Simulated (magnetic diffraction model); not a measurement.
# CrAgBiS₄: what an assumed order does to the neutron pattern

Space group P-1 (no. 2), a = 6.9880 Å, b = 7.8070 Å, c = 11.5980 Å, α = 75.79°, β = 83.13°, γ = 75.59°.

```csv
site,atom,x,y,z
2i,Bi,0.1902,0.1982,0.0560
2i,Bi,0.3132,0.3199,0.4336
2i,Ag,0.6468,0.9925,0.2453
2i,Ag,0.2010,0.8412,0.4304
2i,Cr,0.3118,0.6423,0.1060
2i,Cr,0.8126,0.4700,0.2730
2i,S,0.3797,0.3461,0.0701
2i,S,0.9321,0.2831,0.1190
2i,S,0.8396,0.7798,0.1123
2i,S,0.2939,0.9544,0.1364
2i,S,0.1311,0.1647,0.4142
2i,S,0.2238,0.5627,0.3374
2i,S,0.5864,0.2320,0.3707
2i,S,0.6623,0.6946,0.4017
```

The compound is invented for this exercise: a known structure type with other elements, its cell scaled to their sizes and not relaxed.

Only Cr is taken to order (form factors of Cr4+); orders and moment sizes are assumed, and not adapted to the symmetry. Radiation: neutrons of λ = 2.0775 Å, 8° to 30°; isotropic B of 0.43 Å² (Bi), 0.61 Å² (Ag), 0.62 Å² (Cr) and 0.86 Å² (S). Simulated constant-wavelength pattern: nuclear and magnetic terms add, the magnetic one as |2.695 fm × Σ f S⊥ exp(2πi Q·r) exp(−B s²)|², summed over all Q at one angle with the factor 1/(sin²θ cos θ). For collinear order S is the moment m, which repeats by lattice and centring translations R with the sign exp(−2πi k·R). Free-ion form factors, Sears's scattering lengths of 1992, no absorption; a label names one of the reflections at its angle. The strongest nuclear line in the range is 100, and lines under 0.2 are left out.

Assume the order k = (0 0 0), collinear moments along [111], 1.59 μB on Cr; signs + at (0.3118, 0.6423, 0.1060), + at (0.8126, 0.4700, 0.2730), − at (0.1874, 0.5300, 0.7270), − at (0.6882, 0.3577, 0.8940).

Predict the pattern, nuclear and magnetic parts apart.

| 2θ (°) | index | nuclear | magnetic |
| --- | --- | --- | --- |
| 10.62 | (0 0 1) | 17.1 | 104.9 |
| 16.21 | (0 1 0) | 4.1 | 7.9 |
| 17.29 | (0 1 1) | 1.1 | 40.1 |
| 17.69 | (1 0 0) | 6.4 | 0.0 |
| 20.10 | (1 0 1) | 0.5 | 9.8 |
| 21.13 | (1 1 0) | 97.7 | 4.5 |
| 21.25 | (1 0 -1) | 67.2 | 7.6 |
| 21.34 | (0 0 2) | 100.0 | 4.3 |
| 21.34 | (0 1 -1) | 40.4 | 7.6 |
| 21.43 | (1 1 1) | 4.5 | 0.0 |
| 23.78 | (0 1 2) | 0.8 | 1.8 |
| 25.80 | (1 1 -1) | 19.2 | 5.1 |
| 26.53 | (1 1 2) | 44.1 | 0.0 |
| 26.72 | (1 -1 0) | 68.6 | 0.0 |
| 26.97 | (1 0 2) | 8.4 | 1.6 |
| 28.71 | (1 0 -2) | 1.7 | 17.5 |
| 29.74 | (0 1 -2) | 0.8 | 0.0 |
| 29.79 | (1 -1 1) | 8.2 | 17.5 |

The strongest magnetic line in the range is (0 0 1) at 10.62° (104.9). On top of the Lorentz factor, which all lines share, magnetic lines fade with angle because f falls: for Cr4+ it is 0.91, 0.70, 0.47 and 0.14 at sin θ/λ = 0.1, 0.2, 0.3 and 0.5 Å⁻¹, while nuclear lengths stay constant. The order has no net moment.

[Logs are printed without paths, hosts, clocks, repeated set-up lines and the standing remarks that a program may print on its own settings, such as how far it seeks lower states.]
